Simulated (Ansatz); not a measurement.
# Work function of K(100): what the settings cost and change, part 2 of 2

Aim: the work function of K(100) across levels of theory at one geometry.

Ansatz 0.2.0; plane-wave DFT, PBE, Ansatz PAW (the session's first sound run).

So far, work function, upper face (eV): step 2 (slab, setting PBE, Ansatz PAW (420 eV)) 2.25; step 4 (PBEsol) 2.26; step 5 (RPBE) 2.19; step 6 (r2SCAN) 2.23; step 7 (PBE JTH) 2.25.

### 8. Run

This step: plane-wave DFT, PBE, norm-conserving (Ansatz 0.2.0).

The input, input.yaml:

```yaml
crystal:
  lattice:
    - [5.23, 0.0, 0.0]
    - [0.0, 5.23, 0.0]
    - [0.0, 0.0, 33.69]
  atoms:
    - { symbol: K, position: [0.0, 0.0, 0.267141585] }
    - { symbol: K, position: [0.5, 0.5, 0.3447610567] }
    - { symbol: K, position: [0.0, 0.0, 0.4223805283] }
    - { symbol: K, position: [0.5, 0.5, 0.5] }
    - { symbol: K, position: [0.0, 0.0, 0.5776194717] }
    - { symbol: K, position: [0.5, 0.5, 0.6552389433] }
    - { symbol: K, position: [0.0, 0.0, 0.732858415] }
kpoints:
  mp_grid: { grid: [8, 8, 1] }
hamiltonian:
  xc: pbe
  pseudopotentials: { kind: nc }
scf:
  occupations: { method: fermi_dirac, width: 0.1 }
  convergence: { dr2_threshold: 1.0e-09 }
efield:
  axis: 3
  dipole_correction: true
  ramp_position: 0.97
  ramp_width: 0.06
output:
  write_potential: true
  write_density: true
  volumetric_format: npy
```

Run with:

```bash
ansatz run input.yaml --threads 2 --pin off --max-ram 3072MiB --backend cpu --events-out ev --progress --plain --runs-dir out
```

Numbers of over 12 decimals in the logs are rounded to 6 here.

Output:

```text
[...]
Crystal: 7 atoms, lattice volume = 921.519 Å³
Basis set: ecut = 850 eV, 51921 PW (Γ)
Bands: 39, of which v1, the nominal top of the filled ones, is band 32 counted from 1 (31 counted from 0)
Symmetry: 8 space group operations
k-points: 15 of 64
[...]
k-point 1: bands = [... 28 lower, -1.9533, -1.6736, -1.2300, -0.6461, 0.0019, 0.6378, 1.2240, 1.5734, ... 3 higher]
  k-point 2: bands = [... 28 lower, -1.6623, -1.3889, -0.9557, -0.3855, 0.2471, 0.8646, 0.9263, 1.1583, ... 3 higher]
  k-point 14: bands = [... 28 lower, 0.5767, 0.6080, 0.7997, 0.7997, 0.8346, 0.9248, 0.9560, 0.9560, ... 3 higher]
[key lines of the parts left out:]
SCF converged after 10 iterations
Free energy (F): -5383.285617 eV
Fermi energy:    0.064986 eV
Dipole field:    D = -0.000001 V/Å  (p = -0.000003 e·Å, saw-weighted, corrected)
Work function:   Φ+ = 2.2534 eV   Φ− = 2.2534 eV
```

It took 3.2 min on 2 threads of Arm Neoverse N1, shared host; peak memory 2.5 GiB.

The work function is 2.253 eV, -0.000 eV from the run “PBE, Ansatz PAW (420 eV)”, at 3.2 times its CPU time.

### 9. Slab

This step: plane-wave DFT, LDA, norm-conserving (Ansatz 0.2.0).

Changes to input.yaml since step 8:

```diff
@@ -16,3 +16,3 @@
 hamiltonian:
-  xc: pbe
+  xc: lda
   pseudopotentials: { kind: nc }
```

Output:

```text
[...]
Crystal: 7 atoms, lattice volume = 921.519 Å³
Basis set: ecut = 979.609905 eV, 64107 PW (Γ)
Bands: 39, of which v1, the nominal top of the filled ones, is band 32 counted from 1 (31 counted from 0)
Symmetry: 8 space group operations
k-points: 15 of 64
[...]
k-point 1: bands = [... 28 lower, -2.1250, -1.8445, -1.3981, -0.8086, -0.1508, 0.4943, 1.0810, 1.4196, ... 3 higher]
  k-point 2: bands = [... 28 lower, -1.8324, -1.5587, -1.1235, -0.5490, 0.0920, 0.7213, 0.7761, 0.9975, ... 3 higher]
  k-point 14: bands = [... 28 lower, 0.3756, 0.4072, 0.6396, 0.6785, 0.6785, 0.7337, 0.8271, 0.8271, ... 3 higher]
[key lines of the parts left out:]
SCF converged after 11 iterations
Free energy (F): -5698.773630 eV
Fermi energy:    -0.098620 eV
Dipole field:    D = 0.000000 V/Å  (p = 0.000001 e·Å, saw-weighted, corrected)
Work function:   Φ+ = 2.3741 eV   Φ− = 2.3741 eV
```

It took 3.9 min on 2 threads; peak memory 2.4 GiB; 7.6 min of CPU time.

The work function is 2.374 eV, +0.120 eV from the run “PBE, Ansatz PAW (420 eV)”, at 3.9 times its CPU time.

### 10. Run, setting PBE, all layers relaxed

This step: plane-wave DFT, PBE, Ansatz PAW (Ansatz 0.2.0).

Changes to input.yaml since step 9:

```diff
@@ -16,4 +16,3 @@
 hamiltonian:
-  xc: lda
-  pseudopotentials: { kind: nc }
+  xc: pbe
 scf:
@@ -26,2 +25,5 @@
   ramp_width: 0.06
+relax:
+  f_tol: 0.01
+  max_steps: 40
 output:
```

Output:

```text
[...]
Crystal: 7 atoms, lattice volume = 921.519 Å³
Basis set: ecut = 420 eV, 18073 PW (Γ), exchange–correlation on 72×72×480 points (8 copies of the dense FFT grid, shifted against one another)
Bands: 39, of which v1, the nominal top of the filled ones, is band 32 counted from 1 (31 counted from 0)
Symmetry: 8 space group operations
k-points: 15 of 64
[...]
F+E_penalty+E_count = -10764.18907917 eV   max|allowed force component| = 2.053e-3 eV/Å
  atoms:
    - { symbol: K, position: [0, 0.0, 0.258223] }
    - { symbol: K, position: [0.5, 0.5, 0.339291] }
    - { symbol: K, position: [0, 0.0, 0.418967] }
    - { symbol: K, position: [0.5, 0.5, 0.500000] }
    - { symbol: K, position: [0, 0.0, 0.581033] }
    - { symbol: K, position: [0.5, 0.5, 0.660709] }
    - { symbol: K, position: [0, 0.0, 0.741777] }
[key lines of the parts left out:]
SCF converged after 9 iterations
Free energy (F): -10764.189079 eV
Fermi energy:    0.036437 eV
Dipole field:    D = 0.000000 V/Å  (p = 0.000001 e·Å, saw-weighted, corrected)
Work function:   Φ+ = 2.2543 eV   Φ− = 2.2543 eV
```

Elapsed: 2.9 min, on 2 threads; peak memory 1.1 GiB; 5.6 min of CPU time.

The relaxation took 4 steps and lowered the energy by 0.0075 eV; the largest force on the free atoms ends at 0.0021 eV/Å.

The work function is 2.254 eV, +0.001 eV from the run “PBE, Ansatz PAW (420 eV)”, at 2.9 times its CPU time.

### 11. Comparing the runs

Times are for 2 threads of Arm Neoverse N1, shared host. Results by setting:

```
no.                        setting  work function, upper face (eV)     time  memory (GiB)
  1       PBE, Ansatz PAW (420 eV)                           2.254     59 s           1.1
  2       LDA, Ansatz PAW (420 eV)                           2.374     57 s           1.1
  3    PBEsol, Ansatz PAW (420 eV)                           2.261     59 s           1.1
  4      RPBE, Ansatz PAW (420 eV)                           2.187     63 s           1.1
  5    r2SCAN, Ansatz PAW (500 eV)                           2.232  2.5 min           2.5
  6          PBE, JTH PAW (690 eV)                           2.254  2.5 min             2
  7  PBE, norm-conserving (850 eV)                           2.253  3.2 min           2.5
  8  LDA, norm-conserving (980 eV)                           2.374  3.9 min           2.4
  9        PBE, all layers relaxed                           2.254  2.9 min           1.1
```

### 12. A changed input

An input spoilt on purpose, to show how the run answers: it repeats the earlier run “PBE, Ansatz PAW (420 eV)” with scf.max_iter to 5; its output block differs too.

Changes to input.yaml since step 10:

```diff
@@ -20,2 +20,3 @@
   convergence: { dr2_threshold: 1.0e-09 }
+  max_iter: 5
 efield:
@@ -25,5 +26,2 @@
   ramp_width: 0.06
-relax:
-  f_tol: 0.01
-  max_steps: 40
 output:
```

Output:

```text
Engine: ansatz 0.2.0, aarch64-unknown-linux-gnu
Pseudopotentials: kind: paw
Pseudopotential: K, paw, valence charge 9, recommended cutoff 420 eV (normal), K.paw.azcp
Functional definition: PBE
  parameter kappa = 0.804
  parameter beta = 0.066725
  exchange = pbe_x(kappa = kappa, mu = beta*pi^2/3)
  correlation = pbe_c(beta = beta)
Crystal: 7 atoms, lattice volume = 921.519 Å³
Basis set: ecut = 420 eV, 18073 PW (Γ)
Bands: 39, of which v1, the nominal top of the filled ones, is band 32 counted from 1 (31 counted from 0)
Symmetry: 8 space group operations
k-points: 15 of 64
Non-local potential: K, projectors of the file, l = 0: 3, l = 1: 2, l = 2: 2
PAW form: soft (Blöchl's): semilocal exchange-correlation on the pseudo side does not see the compensation charge
PAW one-centre angular grid: K, 110 points (default); XC on 64 Gauss nodes
Initial density: superposition of atomic densities (neutral atoms: chi_scale 0, normalization atom), corrected by the library's trained network
Initial wavefunctions: pseudopotential atomic-orbital guess
Functional: x = pbe(κ = 0.804, μ = 0.219515), c = pbe(β = 0.066725)
SCF iter   1: F=—  HF=-10764.177750 eV  |F-HF|=—  |Δ(HF+E_count)|=         —  Δρ=3.66e-4  dr2=1.78e-2  ethr=1.77e-3  p=0.000 e·Å  D=2.48e-14 V/Å  ΔV_dip=-0.00 eV  dr2_dipole=7.68e-9  V_vac-E_F(+/−)=2.25/2.25 eV  ⟨swp⟩=12.8  Hψ=3042  notcnv=0
efield: sawtooth ramp at fractional position 0.9700 (set: `efield.ramp_position`, or a place that a band, a saddle search or an elastic batch's reference lends), width 0.0600; the density the first Hamiltonian is built on has a dipole p = 0.000 e·Å; the dipole correction subtracts the counter field D = 2.48e-14 V/Å, which shifts the + side's vacuum level by -0.00 eV against the − side's; the planar-averaged density in the ramp window peaks in size at 5.1e-6 e/Å³
preconditioner: auto → LDOS  [metal: Δε(μ)=0.033 eV  Ē_g=1.797 eV  σ=0.100 eV  W_gap=0.08  n_scr=90 (ndim 8)  ℏωp=3.2 eV  f_vac=0.412  D(μ)=5.80/eV (n_scr^D=10)  β→1.0]
SCF iter   2: F=—  HF=-10764.181639 eV  |F-HF|=—  |Δ(HF+E_count)|=   3.89e-3  Δρ=2.12e-4  dr2=1.14e-3  ethr=2.82e-5  p=-0.000 e·Å  D=-4.35e-6 V/Å  ΔV_dip=0.00 eV  dr2_dipole=1.28e-9  V_vac-E_F(+/−)=2.27/2.26 eV  ⟨swp⟩=3.1  Hψ=1134  notcnv=0
SCF iter   3: F=—  HF=-10764.181750 eV  |F-HF|=—  |Δ(HF+E_count)|=   1.11e-4  Δρ=2.17e-4  dr2=5.02e-4  ethr=1.82e-6  p=-0.000 e·Å  D=-5.29e-7 V/Å  ΔV_dip=0.00 eV  dr2_dipole=2.54e-10  V_vac-E_F(+/−)=2.26/2.26 eV  ⟨swp⟩=10.3  Hψ=3502  notcnv=0
SCF iter   4: F=—  HF=-10764.181600 eV  |F-HF|=—  |Δ(HF+E_count)|=   1.50e-4  Δρ=2.27e-5  dr2=1.37e-5  ethr=7.97e-7  p=-0.000 e·Å  D=-4.70e-7 V/Å  ΔV_dip=0.00 eV  dr2_dipole=3.30e-11  V_vac-E_F(+/−)=2.26/2.26 eV  ⟨swp⟩=4.1  Hψ=2122  notcnv=0
SCF iter   5: F=—  HF=-10764.181605 eV  |F-HF|=—  |Δ(HF+E_count)|=   4.60e-6  Δρ=9.02e-6  dr2=1.38e-6  ethr=2.17e-8  p=-0.000 e·Å  D=-1.19e-7 V/Å  ΔV_dip=0.00 eV  dr2_dipole=3.37e-13  V_vac-E_F(+/−)=2.26/2.26 eV  ⟨swp⟩=1.8  Hψ=1707  notcnv=0
Error: did not converge after 5 iterations: dr2 = 1.38e-6 (threshold 1.00e-9), under the density mixer `msr1`, which `scf.mixing.algorithm: auto` chose by the deck's other keys (type `scf.mixing.algorithm: msr1` to keep it); raise `scf.max_iter`, which need not help a stalled SCF, or adjust the mixing (`scf.mixing`) or, under a smearing, its width (`scf.occupations.width`, in either direction: another width is another result); this SCF holds its density and magnetisation to the symmetry operations that it keeps, and cannot end on a state that breaks one of them: if the state sought breaks one, re-run with `crystal.symmetry.detect: [rest of the remark cut]
```

Elapsed: 38 s, on 2 threads; peak memory 0.93 GiB.

Residual by cycle:

cycle, log10 residual and a bar from the least value:
```
        1       -1.8 ##############################
        2       -2.9 #####################
        3       -3.3 ###################
        4       -4.9 #######
        5       -5.9
```

The run stopped without converging, so none of its numbers is a property of the system.

After 5 cycles the residual stands at 1.4e-6. The cap of 5 cycles in the input ended the loop.

The program's message: “Error: did not converge after 5 iterations: dr2 = 1.38e-6 (threshold 1.00e-9), under the density mixer `msr1`, which `scf.mixing.algorithm: auto` chose by the deck's other keys (type `scf.mixing.algor …”

The fault put into the input: too few SCF iterations.

### 13. Outcome

| Item | Value |
| --- | --- |
| work function, PBE, Ansatz PAW (420 eV) | 2.254 eV |
| work function, LDA, Ansatz PAW (420 eV) | 2.374 eV |
| work function, RPBE, Ansatz PAW (420 eV) | 2.187 eV |
| work function, r2SCAN, Ansatz PAW (500 eV) | 2.232 eV |
| work function, LDA, norm-conserving (980 eV) | 2.374 eV |
| work function, PBE, all layers relaxed | 2.254 eV |

What this shows: PBE on the default files gives 2.25 eV, and the settings tried spread the value from 2.19 to 2.37 eV. At one geometry LDA lies 0.12 eV above PBE. The choice of pseudopotentials moves the PBE value by 0.000 eV. Relaxing the layers changes it by +0.001 eV. The ladder's slabs use the tabulated experimental lattice constant (two decimals; a low-temperature value for the alkali metals).

[Logs are printed without paths, hosts, clocks, repeated set-up lines and the standing remarks that a program may print on its own settings, such as how far it seeks lower states.]

[Hosts, paths, dates, database ids (printed as entryN), source tags and the programs' standing remarks are cut or masked in the printed files.]

[Maps of the electrostatic potential energy from Ansatz leave out the sawtooth potential of an applied field or a dipole correction, so their vacuum need not be flat; planar profiles and work functions include it.]
